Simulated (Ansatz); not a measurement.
# Liquid 59SiO2-7Al2O3-7FeO-10MgO-14CaO-3K2O (mol %): a series in temperature

How do cells made at different temperatures differ in energy, pressure, forces, charges and cost?

Computed with Ansatz 0.2.0: Kohn-Sham DFT, PBE, PAW (set soft_2). Every run is a single point, with the atoms held where the recipe put them (cutoff of the plane-wave runs 420 eV, gaussian smearing of 0.05 eV, spin polarised).

First member: 82 atoms (17 Si, 4 Al, 2 Fe, 3 Mg, 4 Ca, 2 K, 50 O) placed at random at 2.61 g/cm³, melted at 3000 K for 20 ps at fixed volume with the Buckingham and Coulomb pair potential of Guillot and Sator (Geochim. Cosmochim. Acta 71, 1249 (2007)) with the boron terms of Wang et al. (J. Non-Cryst. Solids 498, 294 (2018)). Snapshot at the end of a hold of 10 ps at 1960 K and zero pressure.

Last member: 82 atoms (17 Si, 4 Al, 2 Fe, 3 Mg, 4 Ca, 2 K, 50 O) placed at random at 2.61 g/cm³, melted at 3000 K for 20 ps at fixed volume with the Buckingham and Coulomb pair potential of Guillot and Sator (Geochim. Cosmochim. Acta 71, 1249 (2007)) with the boron terms of Wang et al. (J. Non-Cryst. Solids 498, 294 (2018)). Snapshot at the end of a hold of 10 ps at 2760 K and zero pressure.

The members:

```csv
temperature (K),reduced formula,atoms,valence electrons,k-mesh,basis,density (g/cm³)
1960,K2Ca4Mg3Al4Fe2Si17O50,82,500,1×1×1,plane waves,2.56
2140,K2Ca4Mg3Al4Fe2Si17O50,82,500,1×1×1,plane waves,2.18
2300,K2Ca4Mg3Al4Fe2Si17O50,82,500,1×1×1,plane waves,2.30
2530,K2Ca4Mg3Al4Fe2Si17O50,82,500,1×1×1,plane waves,2.35
2760,K2Ca4Mg3Al4Fe2Si17O50,82,500,1×1×1,plane waves,2.17
```

Each cell is one sample from a classical run, so sample-to-sample scatter enters every column; pressures lack the kinetic term.

The input of the first member, without its atom lines; other members have their own cell and atoms, and may differ in mesh, basis and outputs:

```yaml
crystal:
  lattice:
    - [10.5401, 0.0, 0.0]
    - [0.0, 10.5401, 0.0]
    - [0.0, 0.0, 10.5401]
  atoms:
    [... 82 lines ...]
magnetization:
  spin_polarized: true
kpoints:
  mp_grid: { grid: [1, 1, 1] }
hamiltonian:
  xc: pbe
scf:
  occupations: { method: gaussian, width: 0.05 }
  lower_state_search: "off"
output:
  forces: true
  stress: true
  populations: intrinsic
  dos:
    method: { smearing: { sigma: 0.15 } }
    de: 0.1
    projected: { site_lists: { Al: [Al], Ca: [Ca], Fe: [Fe], K: [K], Mg: [Mg] } }
  eigenvalues: true
  write_density: true
  write_potential: true
  volumetric_format: npy
```

Q: What do these runs give, and what do they cost?

Results; charges are mean intrinsic-atomic-orbital charges in e:

```
temperature (K)  energy less the first member's (meV/atom)  pressure (GPa)  r.m.s. force (eV/Å)  moment (μB)  q(Fe)  q(Ca)  q(Si)
           1960                                        0.0          -0.259                 2.19            8  +1.09  +1.75  +1.64
           2140                                       86.2           -4.01                 1.84         8.00  +1.09  +1.80  +1.64
           2300                                       47.5           -4.16                 2.02         8.00  +1.07  +1.78  +1.64
           2530                                      142.7          -0.589                 2.46         8.00  +1.12  +1.78  +1.65
           2760                                      217.9           -6.75                 1.80         8.00  +1.21  +1.74  +1.60
```

Cost on 8 threads of Arm Neoverse V2, shared host:

```
temperature (K)  atoms        basis  k-mesh  SCF cycles  time  host memory (GiB)
           1960     82  plane waves   1×1×1          27  32 s                2.4
           2140     82  plane waves   1×1×1          52  58 s                2.8
           2300     82  plane waves   1×1×1          54  47 s                2.7
           2530     82  plane waves   1×1×1          55  59 s                2.7
           2760     82  plane waves   1×1×1          75  84 s                2.8
```

Times include the outputs that each run asked for, on hosts shared with other jobs.

The energy against the first member is lowest at 1960 K (0.0 meV/atom) and highest at 2760 K (217.9 meV/atom), rising overall but not at every step; each member is a single configuration. The mean charge on Fe is lowest at 2300 K (+1.07 e) and highest at 2760 K (+1.21 e). The density spans 2.17 to 2.56 g/cm³, so the columns mix its effect with that of the temperature. The pressure is lowest at 2760 K (-6.7 GPa) and highest at 1960 K (-0.26 GPa). The r.m.s. force lies between 1.8 and 2.5 eV/Å, with no steady trend. 4 of the 5 members have partly filled levels at the Fermi energy, where the frontier levels stand at most 0.074 eV apart and the tails of the smearing reach across.

**Limits.** Without a Hubbard term or exact exchange, open shells on Fe are likely too delocalised. In the spin-polarised runs the search for a state of lower energy was switched off. The starting topology of bonds comes from the classical model, and needn't be the one that DFT or experiment would give. The moments were started parallel, whereas the real liquid is a paramagnet at this temperature. The cells aren't relaxed by DFT, which could reorder their energies. The starting order of the moments was set by the recipe and needn't be the real material's.

[Logs are printed without paths, hosts, clocks, repeated set-up lines and the standing remarks that a program may print on its own settings, such as how far it seeks lower states.]

[Hosts, paths, dates, database ids (printed as entryN), source tags and the programs' standing remarks are cut or masked in the printed files.]
